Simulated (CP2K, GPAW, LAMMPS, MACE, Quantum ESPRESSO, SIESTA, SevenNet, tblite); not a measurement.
# Quantum ESPRESSO on glassy 84SiO2-16BaO (mol %) (71 atoms): settings compared

How far do other settings of Quantum ESPRESSO move the forces in glassy 84SiO2-16BaO (mol %) (71 atoms)? One run of the same program serves as the yardstick.

Calculated with Quantum ESPRESSO 7.5; the method is named at each step.

### 1. Starting point

The cell holds 71 atoms: 21 Si, 4 Ba and 46 O. Cell: a = 10.072 Å, b = 10.072 Å, c = 10.072 Å, α = 90.0°, β = 90.0°, γ = 90.0°. 71 atoms (21 Si, 4 Ba, 46 O) placed at random at 2.83 g/cm³, melted at 4000 K for 10 ps at fixed volume with the Morse and Coulomb pair potential with partial charges (Pedone, Malavasi, Menziani, Cormack and Segre, J. Phys. Chem. B 110, 11780 (2006)). Quenched from 4000 K to 300 K at 200 K/ps and fixed volume, held 10 ps at zero pressure, then minimised at fixed cell.

The yardstick, on the same geometry:

* method: Kohn-Sham DFT, PBE, SSSP efficiency 1.3.0 pseudopotentials, plane waves (Quantum ESPRESSO 7.5); sssp-pbe-1.3.0-efficiency, cutoffs 60/480 Ry, Γ point
* r.m.s. force component: 0.9173 eV/Å
* longest force: 3.612 eV/Å
* pressure: 6.599 GPa
* gap (highest filled to lowest empty level): 3.058 eV
* time: 3.8 min on 4 MPI ranks of Arm Neoverse V1, shared host
* CPU time: 15 min

### 2. PBE, gbrv-1.5, 40/200 Ry

Method: Kohn-Sham DFT, PBE, GBRV 1.5 ultrasoft pseudopotentials, plane waves.

Contents of pw.in:

```
&control
  calculation = 'scf'
  pseudo_dir = './pseudo'
  outdir = './tmp'
  disk_io = 'none'
  tprnfor = .true.
  tstress = .true.
/
&system
  ibrav = 0
  nat = 71
  ntyp = 3
  ecutwfc = 40
  ecutrho = 200
  nosym = .true.
  occupations = 'smearing'
  smearing = 'fd'
  degauss = 0.003675
/
&electrons
  conv_thr = 3.5e-07
  electron_maxstep = 100
  mixing_beta = 0.4
  mixing_mode = 'plain'
  diagonalization = 'david'
/
ATOMIC_SPECIES
Si 28.085 Si.upf
Ba 137.327 Ba.upf
O 15.999 O.upf
CELL_PARAMETERS angstrom
10.07216 0.00000 0.00000
0.00000 10.07216 0.00000
0.00000 0.00000 10.07216
ATOMIC_POSITIONS crystal
Si 0.00436 0.30661 0.01310
Si 0.60562 0.34877 0.46760
Si 0.67744 0.01670 0.86013
Si 0.95615 0.75264 0.98910
Si 0.24850 0.48723 0.08234
Si 0.46624 0.80934 0.95700
Si 0.85806 0.51272 0.18172
Si 0.61562 0.28723 0.76128
Si 0.47351 0.52703 0.87905
Si 0.88557 0.04040 0.08758
Si 0.33575 0.39073 0.35175
Si 0.54943 0.61968 0.60314
Si 0.92054 0.37237 0.71446
Si 0.48018 0.90978 0.50742
Si 0.25909 0.07833 0.66596
Si 0.83947 0.68086 0.70552
Si 0.19549 0.81943 0.80116
Si 0.78962 0.94483 0.58397
Si 0.35278 0.97167 0.21358
Si 0.09282 0.23132 0.47139
Si 0.84089 0.15591 0.36728
Ba 0.59270 0.27097 0.11901
Ba 0.21387 0.47470 0.67800
Ba 0.11280 0.72803 0.38479
Ba 0.49978 0.66344 0.26012
O 0.16692 0.73562 0.67288
O 0.45980 0.56027 0.72129
O 0.20657 0.94293 0.24380
O 0.21478 0.31247 0.41317
O 0.91507 0.62940 0.07929
O 0.33352 0.49061 0.94270
O 0.39773 0.11095 0.17183
O 0.81719 0.08019 0.22975
O 0.93741 0.52288 0.31281
O 0.70240 0.51785 0.19865
O 0.59425 0.14754 0.82445
O 0.34268 0.42072 0.19517
O 0.42381 0.86703 0.09812
O 0.43730 0.92487 0.35528
O 0.58264 0.89726 0.89526
O 0.86070 0.80007 0.59432
O 0.47855 0.32565 0.37988
O 0.15417 0.10460 0.54305
O 0.56810 0.29627 0.61329
O 0.99098 0.34268 0.85453
O 0.56919 0.39922 0.86902
O 0.98527 0.21384 0.36018
O 0.00813 0.31142 0.59480
O 0.48666 0.74919 0.53995
O 0.85158 0.05117 0.48858
O 0.09622 0.76974 0.91650
O 0.51920 0.65375 0.96416
O 0.86498 0.73533 0.85182
O 0.76204 0.06168 0.98494
O 0.99040 0.15142 0.04235
O 0.38569 0.99310 0.60250
[... 11 atom lines left out ...]
O 0.92112 0.88850 0.06754
O 0.29411 0.21760 0.71984
O 0.87954 0.37266 0.09345
O 0.68205 0.65698 0.68607
K_POINTS gamma
```

Command:

```bash
> OMP_NUM_THREADS=1 mpirun -np 2 pw.x -in pw.in > output.txt
```

Output:

```text
Program PWSCF
     gamma-point specific algorithms are used
     Parallelization info
     sticks:   dense  smooth     PW     G-vecs:    dense   smooth      PW
     Min        2880    2310    575               164776   117746   14709
     Max        2881    2311    578               164781   117751   14714
     Sum        5761    4621   1153               329557   235497   29423
     bravais-lattice index     =            0
     lattice parameter (alat)  =      19.0336  a.u.
     unit-cell volume          =    6895.4791 (a.u.)^3
     number of atoms/cell      =           71
     number of atomic types    =            3
     number of electrons       =       400.00
     number of Kohn-Sham states=          240
     kinetic-energy cutoff     =      40.0000  Ry
     charge density cutoff     =     200.0000  Ry
     scf convergence threshold =      3.5E-07
     mixing beta               =       0.4000
     number of iterations used =            8  plain     mixing
     Exchange-correlation= SLA  PW   PBE  PBE
                           (   1   4   3   4   0   0   0)
     crystal axes: (cart. coord. in units of alat)
               a(1) = (   1.000000   0.000000   0.000000 )
               a(2) = (   0.000000   1.000000   0.000000 )
               a(3) = (   0.000000   0.000000   1.000000 )
     reciprocal axes: (cart. coord. in units 2 pi/alat)
               b(1) = (  1.000000  0.000000  0.000000 )
               b(2) = (  0.000000  1.000000  0.000000 )
               b(3) = (  0.000000  0.000000  1.000000 )
     PseudoPot. # 1 for Si:
     Pseudo is Ultrasoft + core correction, Zval =  4.0
     PseudoPot. # 2 for Ba:
     Pseudo is Ultrasoft + core correction, Zval = 10.0
     PseudoPot. # 3 for O :
     Pseudo is Ultrasoft + core correction, Zval =  6.0
     atomic species   valence    mass     pseudopotential
     Si                4.00    28.08500     Si( 1.00)
     Ba               10.00   137.32700     Ba( 1.00)
     O                 6.00    15.99900     O ( 1.00)
     No symmetry found
   Cartesian axes
     number of k points=     1  Fermi-Dirac smearing, width (Ry)=  0.0037
                       cart. coord. in units 2pi/alat
        k(    1) = (   0.0000000   0.0000000   0.0000000), wk =   2.0000000
     Dense  grid:   164779 G-vectors     FFT dimensions: (  90,  90,  90)
     Smooth grid:   117749 G-vectors     FFT dimensions: (  80,  80,  80)
     Check: negative core charge=   -0.000002
     Initial potential from superposition of free atoms
     starting charge     399.9258, renormalised to     400.0000
     negative rho (up, down):  3.800E-01 0.000E+00
     Starting wfcs are  320 randomized atomic wfcs
     Self-consistent Calculation
     iteration #  1     ecut=    40.00 Ry     beta= 0.40
     negative rho (up, down):  3.716E-01 0.000E+00
     total energy              =   -1971.27643862 Ry
     estimated scf accuracy    <      20.14898185 Ry
     iteration #  2     ecut=    40.00 Ry     beta= 0.40
     negative rho (up, down):  3.645E-01 0.000E+00
     total energy              =   -1975.60374787 Ry
     estimated scf accuracy    <       0.76358333 Ry
     iteration #  3     ecut=    40.00 Ry     beta= 0.40
     negative rho (up, down):  3.582E-01 0.000E+00
     total energy              =   -1975.64118042 Ry
     estimated scf accuracy    <       0.25843697 Ry
     iteration #  4     ecut=    40.00 Ry     beta= 0.40
     negative rho (up, down):  3.529E-01 0.000E+00
     total energy              =   -1975.66747817 Ry
     estimated scf accuracy    <       0.04229309 Ry
     iteration #  5     ecut=    40.00 Ry     beta= 0.40
     negative rho (up, down):  3.522E-01 0.000E+00
     total energy              =   -1975.66868184 Ry
     estimated scf accuracy    <       0.00776949 Ry
     iteration #  6     ecut=    40.00 Ry     beta= 0.40
     negative rho (up, down):  3.515E-01 0.000E+00
     total energy              =   -1975.66996072 Ry
     estimated scf accuracy    <       0.00046990 Ry
     iteration #  7     ecut=    40.00 Ry     beta= 0.40
     negative rho (up, down):  3.514E-01 0.000E+00
     total energy              =   -1975.67017738 Ry
     estimated scf accuracy    <       0.00014371 Ry
     iteration #  8     ecut=    40.00 Ry     beta= 0.40
     negative rho (up, down):  3.512E-01 0.000E+00
     total energy              =   -1975.67020687 Ry
     estimated scf accuracy    <       0.00000602 Ry
     iteration #  9     ecut=    40.00 Ry     beta= 0.40
     negative rho (up, down):  3.512E-01 0.000E+00
     total energy              =   -1975.67020853 Ry
     estimated scf accuracy    <       0.00000212 Ry
     iteration # 10     ecut=    40.00 Ry     beta= 0.40
     negative rho (up, down):  3.512E-01 0.000E+00
     End of self-consistent calculation
          k = 0.0000 0.0000 0.0000 ( 14712 PWs)   bands (ev):
   -21.8963 -21.5677 -21.5352 -21.4312 -17.3705 -17.1606 -16.8550 -16.7153
   -16.5306 -16.4827 -16.3876 -16.3533 -16.1537 -16.1004 -15.9268 -15.7728
   -15.7288 -15.6862 -15.6293 -15.5054 -15.4379 -15.4100 -15.3468 -15.2338
   -15.1630 -15.0927 -15.0276 -14.9926 -14.9582 -14.8714 -14.7819 -14.6663
   -14.6454 -14.5900 -14.5164 -14.4334 -14.3070 -14.1484 -13.9740 -13.9178
   -13.7384 -13.6343 -12.7769 -12.1756 -12.0130 -11.8585 -11.7102 -11.4370
   -11.0216 -10.9715  -7.3078  -7.2269  -7.1766  -6.9701  -6.9087  -6.8656
    -6.8095  -6.7913  -6.7821  -6.7221  -6.6214  -6.5343  -6.4571  -6.4073
    -6.1996  -6.0555  -5.8955  -5.6946  -5.2368  -5.1342  -5.0636  -4.8044
    -4.7018  -4.5201  -4.2850  -4.2230  -4.1315  -3.8709  -3.5787  -3.4976
    -3.3943  -3.3489  -3.2853  -3.2351  -3.1545  -3.0442  -3.0014  -2.9610
    -2.9045  -2.8915  -2.8288  -2.7680  -2.6806  -2.6269  -2.5735  -2.2162
[...]
8.0143   9.1367   9.3578   9.4815   9.5618   9.6634   9.7813   9.8388
     9.9111   9.9756  10.1245  10.1603  10.2346  10.2803  10.3539  10.4506
    10.4827  10.5116  10.5993  10.6254  10.8756  10.8828  11.0343  11.0861
    11.1467  11.2603  11.2653  11.3964  11.4470  11.5798  11.6005  11.6560
    11.6813  11.7674  11.8392  11.8841  12.0030  12.0747  12.1057  12.1934
     the Fermi energy is     6.6624 ev
!    total energy              =   -1975.67020900 Ry
     estimated scf accuracy    <       0.00000018 Ry
     smearing contrib. (-TS)   =      -0.00000000 Ry
     internal energy E=F+TS    =   -1975.67020900 Ry
     The total energy is F=E-TS. E is the sum of the following terms:
     one-electron contribution =   -1026.81281215 Ry
     hartree contribution      =     725.78560454 Ry
     xc contribution           =    -547.62692261 Ry
     ewald contribution        =   -1127.01607877 Ry
     convergence has been achieved in  10 iterations
     negative rho (up, down):  3.512E-01 0.000E+00
     Forces acting on atoms (cartesian axes, Ry/au):
     atom    1 type  1   force =    -0.06532451    0.05687201   -0.00545150
     atom    2 type  1   force =     0.00354748    0.04517224    0.06617557
     atom    3 type  1   force =     0.01745390   -0.01225126   -0.03271548
     atom    4 type  1   force =    -0.01661401   -0.03756970   -0.05933963
     atom    5 type  1   force =    -0.00690306    0.03664087    0.01955472
     atom    6 type  1   force =    -0.04664438    0.00568696   -0.00255640
     atom    7 type  1   force =     0.02207665    0.00998059   -0.01393904
     atom    8 type  1   force =     0.08256815    0.04982081   -0.03595240
     atom    9 type  1   force =     0.00474041    0.04057391   -0.02053069
     atom   10 type  1   force =    -0.01335291    0.01399245   -0.03437371
     atom   11 type  1   force =    -0.01519863    0.06881898    0.02195301
     atom   12 type  1   force =     0.08030954   -0.01225083    0.01613445
[...]
atom   67 type  3   force =     0.03395894    0.01117665    0.01943235
     atom   68 type  3   force =     0.01010987    0.00089813    0.03930121
     atom   69 type  3   force =     0.02634363    0.07866115    0.03160247
     atom   70 type  3   force =    -0.01760552   -0.03213888   -0.01374299
     atom   71 type  3   force =    -0.00856664    0.00422983    0.01730377
     Total force =     0.513348     Total SCF correction =     0.000731
     Computing stress (Cartesian axis) and pressure
     negative rho (up, down):  3.512E-01 0.000E+00
          total   stress  (Ry/bohr**3)                   (kbar)     P=       66.26
   0.00056446   0.00013056   0.00018983           83.04       19.21       27.92
   0.00013056   0.00039165  -0.00006157           19.21       57.61       -9.06
   0.00018983  -0.00006157   0.00039510           27.92       -9.06       58.12
     Message from routine punch:
     Nothing written, as per user request (disk_io='none')
```

Run time: 1.8 min. Hardware: 2 MPI ranks of Arm Neoverse V1, shared host; peak memory 1.4 GiB; 3.5 min of CPU time.

Banners, paths, timers and routine set-up lines are dropped from the logs unmarked, and long logs keep their key lines alone; longer cuts are marked.

Against the reference:

```
r.m.s. force component                           : 0.9044 eV/Å
r.m.s. difference of force components            : 26.58 meV/Å
longest difference of force vectors              : 123.2 meV/Å
force difference over r.m.s. force               : 2.898 %
slope of forces against the reference's          : 0.9856
correlation of force components                  : 0.9997
gap (highest filled to lowest empty level) : 3.089 eV
gap difference                                   : 0.0305 eV
pressure                                         : 6.626 GPa
pressure difference                              : 0.027 GPa
```

Length of the force difference by element (eV/Å):

```
element  atoms    mean   most
     Ba      4  0.0097  0.011
      O     46   0.036   0.12
     Si     21   0.037  0.098
```

Levels nearest the highest filled one (eV from it): -1.19, -1.12, -1.05, -1.04, -0.80, -0.68, -0.63, -0.43, -0.33, -0.15, -0.06, 0.00, 3.09, 4.21, 4.43, 4.56, 4.64, 4.74, 4.86, 4.91, 4.99, 5.05, 5.20, 5.23.

Local excerpt of 9 atoms (numbers count through the whole input) about O32, which bears the longest force; x, y, z are measured from there.

```
atom      x      y      z  distance (Å)  bonds     Fx     Fy  Fz (eV/Å)
 O32   0.00   0.00   0.00          0.00      2   1.76   2.93      -0.81
Si19  -0.45  -1.40   0.42          1.53      4   0.56  -0.30       0.20
 O38   0.26  -2.46  -0.74          2.58      3   0.58  -0.81       0.84
Ba22   1.96   1.61  -0.53          2.60     10  -0.48  -0.45       0.33
 O39   0.40  -1.87   1.85          2.66      3   0.68  -0.88      -0.47
 O28  -1.93  -1.69   0.72          2.66      2  -2.65  -1.53       0.74
 O42   0.81   2.16   2.10          3.12      3   0.32  -1.63      -1.48
 O37  -0.55   3.12   0.24          3.18      4   1.65  -1.79      -0.55
Si11  -0.62   2.82   1.81          3.41      4  -0.39   1.77       0.56
```

Forces lie 2.9 % from the reference's, at 0.23 times its CPU time (on 2 against 4 cores).

### 3. Summary of results

| Property | Result |
| --- | --- |
| force difference from the reference | QE PBE, gbrv-1.5, 40/200 Ry, 2.9 % |
| its CPU time | 3.5 min |

In words: PBE on plane waves or a grid with other potentials, cutoffs or grids differs from the reference by 2.9 % (QE PBE, gbrv-1.5, 40/200 Ry) of the r.m.s. force; this holds the reference's own error, so differences of a few per cent don't tell which side is nearer the exact PBE result. One electronic-structure run takes under half the reference's CPU time: QE PBE, gbrv-1.5, 40/200 Ry, at 2.9 % in 3.5 min against 15 min. At the same functional, the gap of QE PBE, gbrv-1.5, 40/200 Ry lies 0.03 eV above the reference's 3.06 eV. The reference's pressure holds the uncorrected Pulay stress of its 60 Ry basis, so small pressure differences, and their order, may be the reference's own error. The quench rate of 200 K/ps is many orders above laboratory rates, so the cell is likely richer in defects and strain than a real sample. The network of bonds at the start is that of the classical potential that made the cell, and needn't be the one that DFT or experiment would give. The reference's pressure of 6.6 GPa belongs to a cell and atoms that aren't relaxed at this level. The electronic-structure runs sample only Γ, in a cell whose shortest periodic width is 10 Å. Spin–orbit coupling is left out, which matters for the levels of the heavy elements.

[Also dropped from logs without a mark: logging warnings of Python, and SIESTA's first energy breakdown and zero terms.]

[Logs are printed without paths, hosts, clocks, repeated set-up lines and the standing remarks that a program may print on its own settings, such as how far it seeks lower states.]

[Hosts, paths, dates, database ids (printed as entryN), source tags and the programs' standing remarks are cut or masked in the printed files.]
